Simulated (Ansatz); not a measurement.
# λ, α²F and ρ(T) of Au-Ag-Ag-Au stack of (111) layers

Question: is the lattice of Au-Ag-Ag-Au stack of (111) layers stable, and if so, what are its coupling constant and resistivity?

Method: DFT PBEsol, scalar-relativistic, plane waves, PAW; PAW set soft_1, in Ansatz 0.2.0.

Report form: the programs' logs are mostly left out.

## Step 1: Starting point

The cell holds 4 atoms: 2 Au and 2 Ag. Cell: a = 2.892 Å, b = 2.892 Å, c = 18.084 Å, α = 90.0°, β = 90.0°, γ = 120.0°. Vacuum lies along c.

## Step 2: Relaxing cell and atoms

The structure is brought to rest under this functional.

input.yaml

```yaml
crystal:
  lattice:
    - [2.89207, 0.0, 0.0]
    - [-1.44603, 2.5046, 0.0]
    - [0.0, 0.0, 18.08409]
  atoms:
    - { symbol: Au, position: [0.0, 0.0, 0.30413478] }
    - { symbol: Ag, position: [0.33333333, 0.66666667, 0.43471159] }
    - { symbol: Ag, position: [0.66666667, 0.33333333, 0.56528841] }
    - { symbol: Au, position: [0.0, 0.0, 0.69586522] }
  periodic: [true, true, false]
kpoints:
  mp_grid: { grid: [12, 12, 1] }
hamiltonian:
  xc: pbesol
  pseudopotentials: { kind: paw, azcp: { folder: soft_1 }, xc_functional: pbe }
scf:
  occupations: { method: gaussian, width: 0.1 }
output:
  forces: true
  stress: true
  eigenvalues: true
relax:
  adjacent_minimum: "off"
  f_tol: 0.005
  max_steps: 80
  cell: { stress_2d_tol: 0.02 }
```

Run with:

```sh
$ ansatz run input.yaml --threads 4 --pin off --max-ram 12288MiB --backend cpu --events-out ev --progress --plain --runs-dir out
```

The job ended after 38 s (4 threads of Arm Neoverse V2, shared host; peak memory 0.73 GiB; 2.4 min of CPU time).

The steps of the relaxation:

| step | energy less that of the first step (eV) | largest force component (eV/Å) | volume (Å³) |
| --- | --- | --- | --- |
| 1 | 0.0000 | 0.1586 | 275.02 |
| 2 | -0.0045 | 0.4292 | 255.09 |
| 3 | -0.0936 | 0.0654 | 263.35 |
| 4 | -0.1005 | 0.0629 | 261.03 |
| 5 | -0.1061 | 0.0048 | 257.66 |
| 6 | -0.1061 | 0.0019 | 257.88 |
| 7 | -0.1062 | 0.0000 | 257.83 |
| 8* | -0.1044 | 0.0003 | 257.83 |

Relaxation steps marked * repeat the geometry before them on a plane-wave basis chosen anew for their cell, so energy and pressure can jump there.

Forces are held to the 12 operations that the run works with; a distortion that breaks them can't arise in this run.

| cell as run | before | after | change |
| --- | --- | --- | --- |
| a (Å) | 2.892 | 2.800 | -3.2 % |
| b (Å) | 2.892 | 2.800 | -3.2 % |

The atoms that moved most (Å, along periodic axes as changes of fractional coordinates times the final cell, across vacuum about the mean position):

| atom | dx | dy | dz | length |
| --- | --- | --- | --- | --- |
| Au1 | 0.000 | 0.000 | -0.070 | 0.070 |
| Au4 | 0.000 | 0.000 | 0.070 | 0.070 |

The relaxed structure:

```xyz
4
Lattice="2.8002 0.0000 0.0000 -1.4001 2.4251 0.0000 0.0000 0.0000 37.9682" Properties=species:S:1:pos:R:3
Au    0.0000    0.0000    5.4296
Ag    0.0000    1.6167    7.8633
Ag    1.4001    0.8084   10.2208
Au    0.0000    0.0000   12.6545
```

Numbers from this step:

```
metallic on mesh  : yes
gap on the k-mesh : 0 eV
```

The relaxation ends with a largest force component of 2.7e-4 eV/Å.

## Step 3: Relaxing tightly for phonons

Phonons are second derivatives about the minimum, so the remaining forces must be small: the thresholds are tightened.

input.yaml, the sections that differ from step 2:

```yaml
crystal:
  lattice:
    - [2.8002416218, -2.7951e-06, 0.0]
    - [-1.4001183903, 2.4250817787, 0.0]
    - [0.0, 0.0, 37.9681770654]
  atoms:
    - { symbol: Au, position: [0.0, 0.0, 0.1430041304] }
    - { symbol: Ag, position: [0.3333333333, 0.6666666667, 0.207101494] }
    - { symbol: Ag, position: [0.6666666667, 0.3333333333, 0.2691944833] }
    - { symbol: Au, position: [0.0, 0.0, 0.3332918469] }
  periodic: [true, true, false]
scf:
  occupations: { method: methfessel_paxton, width: 0.2 }
relax:
  adjacent_minimum: "off"
  f_tol: 0.001
  max_steps: 60
  cell: { stress_2d_tol: 0.002 }
# kpoints, hamiltonian, output: as in step 2
```

Elapsed: 25 s, on 4 threads; peak memory 0.73 GiB.

Step by step:

| step | energy less that of the first step (eV) | largest force component (eV/Å) | volume (Å³) |
| --- | --- | --- | --- |
| 1 | 0.0000 | 0.0067 | 257.83 |
| 2 | 0.0000 | 0.0040 | 258.03 |
| 3 | 0.0000 | 0.0018 | 258.18 |
| 4 | 0.0000 | 0.0001 | 258.09 |
| 5 | 0.0000 | 0.0001 | 258.09 |

The log counts 1 steps on a newly chosen plane-wave basis, not all of them marked here; energy and pressure can jump at such steps.

| cell as run | before | after | change |
| --- | --- | --- | --- |
| a (Å) | 2.800 | 2.802 | +0.0 % |
| b (Å) | 2.800 | 2.802 | +0.0 % |

The relaxed structure:

```xyz
4
Lattice="2.8016 0.0000 0.0000 -1.4008 2.4263 0.0000 0.0000 0.0000 37.9682" Properties=species:S:1:pos:R:3
Au    0.0000    0.0000    5.4347
Ag    0.0000    1.6175    7.8645
Ag    1.4008    0.8088   10.2195
Au    0.0000    0.0000   12.6494
```

## Step 4: Phonons: q 2×2×1, k 6×6×1

Couplings are defined for a stable lattice alone, so phonons come first.

input.yaml

```yaml
crystal:
  lattice:
    - [2.8016228175, -2.7965e-06, 0.0]
    - [-1.4008089869, 2.42627793, 0.0]
    - [0.0, 0.0, 37.9681770654]
  atoms:
    - { symbol: Au, position: [0.0, 0.0, 0.1431393384] }
    - { symbol: Ag, position: [0.3333333333, 0.6666666667, 0.2071352857] }
    - { symbol: Ag, position: [0.6666666667, 0.3333333333, 0.2691606916] }
    - { symbol: Au, position: [0.0, 0.0, 0.3331566389] }
  periodic: [true, true, false]
kpoints:
  mp_grid: { grid: [6, 6, 1] }
hamiltonian:
  xc: pbesol
  pseudopotentials: { kind: paw, azcp: { folder: soft_1 }, xc_functional: pbe }
scf:
  occupations: { method: methfessel_paxton, width: 0.2 }
output:
  eigenvalues: true
phonons:
  method: dfpt
  qmesh: [2, 2, 1]
  temperatures: { t_max: 1000, t_step: 50 }
  qpath:
    path:
      - [0.0, 0.0, 0.0]
      - [0.5, 0.0, 0.0]
      - [0.33333333, 0.33333333, 0.0]
      - [0.0, 0.0, 0.0]
    npoints: 10
```

The job ended after 1.9 min (4 threads; peak memory 2.2 GiB; 7.2 min of CPU time).

Numbers from this step:

```
zero point energy                                                              : 0.07737 eV/cell
share of imaginary modes in the plain interpolation between solved wavevectors : 0.0023
highest frequency, solved or plainly interpolated                              : 195.0 cm⁻¹
```

Solved on the 2×2×1 mesh alone; all other wavevectors are interpolated. Phonon branches along the path, in cm⁻¹:

| point | branch 1 | branch 2 | branch 3 | branch 4 | branch 9 | branch 10 | branch 11 | branch 12 |
| --- | --- | --- | --- | --- | --- | --- | --- | --- |
| Γ | 0 | 0 | 0 | 15 | 65 | 65 | 107 | 168 |
| halfway | 33 | 51 | 57 | 58 | 114 | 131 | 145 | 156 |
| M | 58 | 60 | 80 | 80 | 155 | 157 | 187 | 195 |
| halfway | 60 | 61 | 88 | 97 | 149 | 151 | 180 | 187 |
| K | 61 | 62 | 95 | 95 | 155 | 165 | 165 | 166 |
| halfway | 38 | 53 | 72 | 72 | 122 | 139 | 151 | 156 |
| Γ | 0 | 0 | 0 | 15 | 65 | 65 | 107 | 168 |

Among the solved wavevectors the lowest mode, translations apart, is 15.4 cm⁻¹, so these are real on this k mesh.

## Step 5: Electron–phonon run: q 2×2×1, k 6×6×1, scattering 12×12×1

A first run on coarse meshes.

Changes to input.yaml since step 4:

```diff
@@ -31 +31,6 @@
     npoints: 10
+  electrical_resistivity:
+    mesh: [12, 12, 1]
+    temperatures: [20.0, 50.0, 77.0, 100.0, 150.0, 200.0, 300.0, 400.0, 600.0, 800.0]
+  superconductivity: { mesh: [12, 12, 1], eliashberg_equations: false }
+  electron_occupations: "off"
```

The job ended after 2.2 min (4 threads; peak memory 2.3 GiB).

The run ended with an error.

The program's message: “electrical resistivity: the mode of lowest frequency at the wavevector [0.0000, 0.0833, 0.0000] is imaginary, -6.48 cm⁻¹ (written negative): every mode at the wavevectors of the force constants' own s …”

The run stops because a mode is imaginary on the scattering mesh, where no scattering rate is defined; denser k meshes, other smearings and, between solved wavevectors, finer q meshes show whether the instability is real.

## Step 6: Resistivity: q 3×3×1, k 9×9×1, scattering 18×18×1

The next rung changes the q mesh, which sets the reach of the force constants and couplings; the k mesh of the density and its response; the scattering mesh, which samples the Fermi surface.

input.yaml, the sections that differ from step 5:

```yaml
kpoints:
  mp_grid: { grid: [9, 9, 1] }
phonons:
  method: dfpt
  qmesh: [3, 3, 1]
  temperatures: { t_max: 1000, t_step: 50 }
  qpath:
    path:
      - [0.0, 0.0, 0.0]
      - [0.5, 0.0, 0.0]
      - [0.33333333, 0.33333333, 0.0]
      - [0.0, 0.0, 0.0]
    npoints: 10
  electrical_resistivity:
    mesh: [18, 18, 1]
    temperatures: [20.0, 50.0, 77.0, 100.0, 150.0, 200.0, 300.0, 400.0, 600.0, 800.0]
  superconductivity: { mesh: [18, 18, 1] }
# crystal, hamiltonian, scf, output: as in step 5
```

The job ended after 10 min (4 threads; peak memory 3.6 GiB).

Numbers from this step:

| Property | Result |
| --- | --- |
| zero point energy | 0.07873 eV/cell |
| share of imaginary modes in the plain interpolation between solved wavevectors | 0 |
| highest frequency, solved or plainly interpolated | 196.6 cm⁻¹ |
| cell height | 37.97 Å |
| sheet resistance 300K | 17.3 Ω/square, mean in the plane |
| resistivity at 300 K | 6.569 μΩ cm, mean of the axes, of the whole cell with its vacuum |
| coupling constant λ | 0.1815 |
| density of states at the Fermi level | 0.5771 states/eV a spin and cell |
| log mean phonon energy ħω_log | 8.201 meV |
| transport coupling constant λ_tr | 0.1276, 0.1276, 0 (xx, yy, zz) |
| Drude plasma energy | 4.679, 4.679, 0 eV (xx, yy, zz), of the whole cell with its vacuum |
| second-moment phonon energy ħω₂ | 10.75 meV |

The Eliashberg function α²F has structure finer than the step of the table below, so its rows give means over 0.5 meV, whole bins alone (the curve runs from 0.095 to 24.3 meV). Peaks (meV: height): α²F 7.52: 0.149, 11.14: 0.0658, 13.81: 0.0743, 16.86: 0.0484, 17.43: 0.0538, 19.33: 0.0558, 22.19: 0.0307; α²F tr 7.91: 0.124, 11.71: 0.0766, 13.81: 0.0723, 14.38: 0.0555, 16.86: 0.0414, 17.43: 0.045, 18.57: 0.0428.

The Eliashberg function α²F by phonon energy; means over each step:

| phonon energy (meV) | α²F | α²F tr |
| --- | --- | --- |
| 0.5 | 1.3e-4 | 0 |
| 1.0 | 8.5e-4 | 1.4e-4 |
| 1.5 | 0.00158 | 3.1e-4 |
| 2.0 | 0.00219 | 6.1e-4 |
| 2.5 | 0.00512 | 0.00123 |
| 3.0 | 0.0129 | 0.00251 |
| 3.5 | 0.0210 | 0.00442 |
| 4.0 | 0.0284 | 0.00665 |
| 4.5 | 0.0300 | 0.00823 |
| 5.0 | 0.0284 | 0.00942 |
| 5.5 | 0.0283 | 0.0107 |
| 6.0 | 0.0340 | 0.0146 |
| 6.5 | 0.0558 | 0.0250 |
| 7.0 | 0.109 | 0.0538 |
| 7.5 | 0.142 | 0.0954 |
| 8.0 | 0.105 | 0.0969 |
| 8.5 | 0.0387 | 0.0381 |
| 9.0 | 0.0235 | 0.0251 |
| 9.5 | 0.0307 | 0.0340 |
| 10.0 | 0.0371 | 0.0383 |
| 10.5 | 0.0455 | 0.0467 |
| 11.0 | 0.0589 | 0.0604 |
| 11.5 | 0.0614 | 0.0669 |
| 12.0 | 0.0451 | 0.0591 |
| 12.5 | 0.0439 | 0.0571 |
| 13.0 | 0.0370 | 0.0447 |
| 13.5 | 0.0406 | 0.0432 |
| 14.0 | 0.0565 | 0.0561 |
| 14.5 | 0.0509 | 0.0501 |
| 15.0 | 0.0511 | 0.0389 |
| 15.5 | 0.0278 | 0.0252 |
| 16.0 | 0.0194 | 0.0204 |
| 16.5 | 0.0285 | 0.0263 |
| 17.0 | 0.0360 | 0.0312 |
| 17.5 | 0.0376 | 0.0311 |
| 18.0 | 0.0402 | 0.0329 |
| 18.5 | 0.0459 | 0.0417 |
| 19.0 | 0.0371 | 0.0361 |
| 19.5 | 0.0426 | 0.0299 |
| 20.0 | 0.0312 | 0.0120 |
| 20.5 | 0.0251 | 0.00833 |
| 21.0 | 0.0127 | 0.00942 |
| 21.5 | 0.0195 | 0.0160 |
| 22.0 | 0.0289 | 0.0246 |
| 22.5 | 0.0246 | 0.0210 |
| 23.0 | 0.0192 | 0.0174 |
| 23.5 | 0.0154 | 0.0151 |
| 24.0 | 0.00739 | 0.00799 |

The self-energy step met imaginary modes, so this run fell back to plain Fourier phonons and is not comparable with runs that kept it. Some states were left unconverged by the eigensolver. By its own test the run is not converged in the mesh. λ = 0.181 and 17.3 Ω per square at 300 K. By the run's own test λ moves by 11 % between its two finest scattering meshes.

## Step 7: Resistivity: scattering mesh 24×24×1

The next rung changes the scattering mesh, which samples the Fermi surface.

Changes to input.yaml since step 6:

```diff
@@ -32,4 +32,4 @@
   electrical_resistivity:
-    mesh: [18, 18, 1]
+    mesh: [24, 24, 1]
     temperatures: [20.0, 50.0, 77.0, 100.0, 150.0, 200.0, 300.0, 400.0, 600.0, 800.0]
-  superconductivity: { mesh: [18, 18, 1] }
+  superconductivity: { mesh: [24, 24, 1] }
```

Elapsed: 10 min, on 4 threads; peak memory 3.6 GiB.

This step gave:

| Property | Result |
| --- | --- |
| sheet resistance 300K | 17.57 Ω/square, mean in the plane |
| resistivity at 300 K | 6.669 μΩ cm, mean of the axes, of the whole cell with its vacuum |
| coupling constant λ | 0.1852 |
| density of states at the Fermi level | 0.5893 states/eV a spin and cell |
| log mean phonon energy ħω_log | 8.294 meV |
| transport coupling constant λ_tr | 0.1335, 0.1335, 0 (xx, yy, zz) |
| Drude plasma energy | 4.771, 4.771, 0 eV (xx, yy, zz), of the whole cell with its vacuum |
| second-moment phonon energy ħω₂ | 10.80 meV |

The self-energy step met imaginary modes, so this run fell back to plain Fourier phonons and is not comparable with runs that kept it. Some states were left unconverged by the eigensolver. By its own test the run is not converged in the mesh. λ = 0.185 and 17.6 Ω per square at 300 K, against 0.181 and 17.3 in the run with q 3×3×1, k 9×9×1, scattering 18×18×1 (+2.0 % and +1.6 %).

## Step 8: Resistivity: q 3×3×1, k 12×12×1, scattering 18×18×1

The next rung changes the k mesh of the density and its response; the scattering mesh, which samples the Fermi surface.

Changes to input.yaml since step 7:

```diff
@@ -12,3 +12,3 @@
 kpoints:
-  mp_grid: { grid: [9, 9, 1] }
+  mp_grid: { grid: [12, 12, 1] }
 hamiltonian:
@@ -32,4 +32,4 @@
   electrical_resistivity:
-    mesh: [24, 24, 1]
+    mesh: [18, 18, 1]
     temperatures: [20.0, 50.0, 77.0, 100.0, 150.0, 200.0, 300.0, 400.0, 600.0, 800.0]
-  superconductivity: { mesh: [24, 24, 1] }
+  superconductivity: { mesh: [18, 18, 1] }
```

The mesh is denser.

It took 16 min on 4 threads; peak memory 3.5 GiB.

This step gave:

- zero point energy: 0.07763 eV/cell
- highest frequency, solved or plainly interpolated: 194 cm⁻¹
- sheet resistance 300K: 17.31 Ω/square, mean in the plane
- resistivity at 300 K: 6.574 μΩ cm, mean of the axes, of the whole cell with its vacuum
- coupling constant λ: 0.181
- density of states at the Fermi level: 0.5757 states/eV a spin and cell
- log mean phonon energy ħω_log: 7.967 meV
- transport coupling constant λ_tr: 0.1291, 0.1291, 0 (xx, yy, zz)
- Drude plasma energy: 4.685, 4.685, 0 eV (xx, yy, zz), of the whole cell with its vacuum
- second-moment phonon energy ħω₂: 10.51 meV

Solved on the 3×3×1 mesh alone; all other wavevectors are interpolated. The phonon branches at the labelled points (cm⁻¹):

| point | branch 1 | branch 2 | branch 3 | branch 4 | branch 9 | branch 10 | branch 11 | branch 12 |
| --- | --- | --- | --- | --- | --- | --- | --- | --- |
| Γ | 0 | 0 | 0 | 18 | 64 | 64 | 110 | 166 |
| halfway | 38 | 56 | 58 | 59 | 118 | 135 | 146 | 154 |
| M | 61 | 63 | 75 | 76 | 155 | 156 | 189 | 194 |
| halfway | 63 | 66 | 87 | 94 | 147 | 148 | 181 | 185 |
| K | 66 | 69 | 98 | 98 | 156 | 162 | 164 | 164 |
| halfway | 44 | 57 | 71 | 71 | 123 | 141 | 153 | 156 |
| Γ | 0 | 0 | 0 | 18 | 64 | 64 | 110 | 166 |

The self-energy step met imaginary modes, so this run fell back to plain Fourier phonons and is not comparable with runs that kept it. By its own test the run is not converged in the mesh. λ = 0.181 and 17.3 Ω per square at 300 K, against 0.181 and 17.3 in the run with q 3×3×1, k 9×9×1, scattering 18×18×1 (-0.3 % and +0.1 %). By the run's own test λ moves by 11 % between its two finest scattering meshes.

## Step 9: All levels side by side

Times are for 4 threads of Arm Neoverse V2, shared host. The runs compared:

| no. | run | sheet resistance 300K (Ω/square, mean in the plane) | coupling constant λ | log mean phonon energy ħω_log (meV) | time | memory (GiB) |
| --- | --- | --- | --- | --- | --- | --- |
| 1 | q 3×3×1, k 9×9×1, scattering 18×18×1 | 17.3 | 0.1815 | 8.201 | 10 min | 3.6 |
| 2 | q 3×3×1, k 9×9×1, scattering 24×24×1 | 17.57 | 0.1852 | 8.294 | 10 min | 3.6 |
| 3 | q 3×3×1, k 12×12×1, scattering 18×18×1 | 17.31 | 0.181 | 7.967 | 16 min | 3.5 |

The runs together, line α²F. Table of Eliashberg function α²F, α²F by phonon energy; read off at these points:

| phonon energy (meV) | q 3×3×1, k 9×9×1, scattering 18×18×1 | q 3×3×1, k 9×9×1, scattering 24×24×1 | q 3×3×1, k 12×12×1, scattering 18×18×1 |
| --- | --- | --- | --- |
| 0.50 | 1.1e-4 | 2.5e-4 | 1.3e-4 |
| 1.00 | 8.7e-4 | 0.00152 | 0.00124 |
| 1.50 | 0.0016 | 0.00164 | 0.0019 |
| 2.00 | 0.002 | 0.002 | 0.00253 |
| 2.50 | 0.00496 | 0.00445 | 0.00641 |
| 3.00 | 0.0128 | 0.00725 | 0.0145 |
| 3.50 | 0.0208 | 0.0161 | 0.0237 |
| 4.00 | 0.0288 | 0.0284 | 0.0308 |
| 4.50 | 0.0302 | 0.0344 | 0.0309 |
| 5.00 | 0.0283 | 0.0293 | 0.0280 |
| 5.50 | 0.0281 | 0.0267 | 0.0283 |
| 6.00 | 0.0324 | 0.0301 | 0.0328 |
| 6.50 | 0.0576 | 0.0463 | 0.0494 |
| 7.00 | 0.114 | 0.113 | 0.0999 |
| 7.50 | 0.149 | 0.170 | 0.152 |
| 7.71 | 0.134 | 0.151 | 0.171 |
| 8.00 | 0.109 | 0.122 | 0.0929 |
| 8.50 | 0.0383 | 0.0375 | 0.0209 |
| 9.00 | 0.0225 | 0.0222 | 0.0217 |
| 9.50 | 0.0308 | 0.0315 | 0.0341 |
| 10.00 | 0.0375 | 0.0385 | 0.0425 |
| 10.50 | 0.0458 | 0.0532 | 0.0506 |
| 11.00 | 0.0607 | 0.0608 | 0.0648 |
| 11.14 | 0.0657 | 0.0601 | 0.0610 |
| 11.50 | 0.0615 | 0.0661 | 0.0654 |
| 11.71 | 0.0627 | 0.0696 | 0.0524 |
| 12.00 | 0.0419 | 0.0450 | 0.0457 |
| 12.50 | 0.0429 | 0.0484 | 0.0533 |
| 13.00 | 0.0342 | 0.0381 | 0.0334 |
| 13.50 | 0.0363 | 0.0431 | 0.0559 |
| 13.62 | 0.0442 | 0.0587 | 0.0792 |
| 13.81 | 0.0742 | 0.0682 | 0.0636 |
| 14.00 | 0.059 | 0.06 | 0.0409 |
| 14.50 | 0.0538 | 0.0592 | 0.0495 |
| 14.57 | 0.0559 | 0.0644 | 0.0489 |
| 15.00 | 0.0541 | 0.0530 | 0.0542 |
| 15.50 | 0.0244 | 0.0254 | 0.0226 |
| 16.00 | 0.0193 | 0.0194 | 0.0227 |
| 16.50 | 0.0258 | 0.0313 | 0.0412 |
| 17.00 | 0.0340 | 0.0366 | 0.0288 |
| 17.50 | 0.0438 | 0.0390 | 0.0342 |
| 18.00 | 0.0433 | 0.0453 | 0.0477 |
| 18.50 | 0.0465 | 0.0452 | 0.0369 |
| 19.00 | 0.0329 | 0.0347 | 0.0351 |
| 19.33 | 0.0554 | 0.0596 | 0.0320 |
| 19.50 | 0.0458 | 0.0430 | 0.0219 |
| 20.00 | 0.0306 | 0.0289 | 0.0225 |
| 20.50 | 0.0296 | 0.0326 | 0.0220 |
| 21.00 | 0.0126 | 0.0124 | 0.0166 |
| 21.50 | 0.0189 | 0.0185 | 0.0287 |
| 22.00 | 0.0304 | 0.0285 | 0.0222 |
| 22.50 | 0.0241 | 0.0240 | 0.0180 |
| 23.00 | 0.0192 | 0.0194 | 0.0150 |
| 23.50 | 0.0155 | 0.0159 | 0.00708 |
| 24.00 | 0.00650 | 0.00650 | - |

## Step 10: Outcome

```
run                                             : PBEsol, q 3×3×1, k 12×12×1, scattering 18×18×1
coupling constant λ                             : 0.181
log mean phonon energy ħω_log                   : 7.97 meV
states at the Fermi level                       : 0.576 states/eV/spin/cell
sheet resistance at 300 K                       : 17.3 Ω per square
change between its two finest scattering meshes : λ 11 %, resistivity at 300 K 3 %
time of that run                                : 16 min
```

On the last rung that gave a resistivity at the base settings (q 3×3×1, k 12×12×1, scattering 18×18×1), Au-Ag-Ag-Au stack of (111) layers has λ = 0.18 and a phonon-limited sheet resistance of 17.3 Ω per square at 300 K. Across the runs of step 9 the sheet resistance 300K runs from 17.3 Ω/square, mean in the plane (q 3×3×1, k 9×9×1, scattering 18×18×1) to 17.57 Ω/square, mean in the plane (q 3×3×1, k 9×9×1, scattering 24×24×1), while the wall time spans a factor of 1.6. The coupling is weak (λ = 0.18), so phonons raise the electrons' mass at the Fermi surface by about 18 %. By the run's own test λ moves by 11 % between the two scattering meshes. Values of ρ(T) under 50 K rest on the softest modes, mostly interpolated ones, and are the least sure of the table. The high-temperature form ρ = 2π k_B T λ_tr/(ħ ε₀ ω_p²) gives 7.10 μΩ cm along x at 300 K, against 6.57 from the Boltzmann equation. By their share in the modes' patterns, Au atoms take 66 % of λ. The three lowest branches give 55 % of λ. By the run's own test, which takes the component that moves most, the resistivity at 300 K moves by 3 % between its two finest scattering meshes; this does not test the q and k meshes. In the run quoted no mode is imaginary at the wavevectors of the 3×3×1 mesh; another run of the session found or stopped at an imaginary mode. A coarser run stopped at an imaginary mode, so the soft modes hang on the meshes. Only scattering by harmonic phonons counts; impurities, grain boundaries and thermal expansion are left out. The resistivity belongs to the whole cell, vacuum included; the sheet resistance is the quantity that does not depend on the vacuum. Spin–orbit coupling, left out here, matters for Au. The PAW files were made for PBE; under other functionals the run regenerates their frozen core. The c of the given cell is the typed one; the program laid its own vacuum and ran the layer in a cell 38.0 Å high. The structure was built by hand as an ordered model, and its stability against other phases was not tested.

[Logs are printed without paths, hosts, clocks, repeated set-up lines and the standing remarks that a program may print on its own settings, such as how far it seeks lower states.]

[Hosts, paths, dates, database ids (printed as entryN), source tags and the programs' standing remarks are cut or masked in the printed files.]
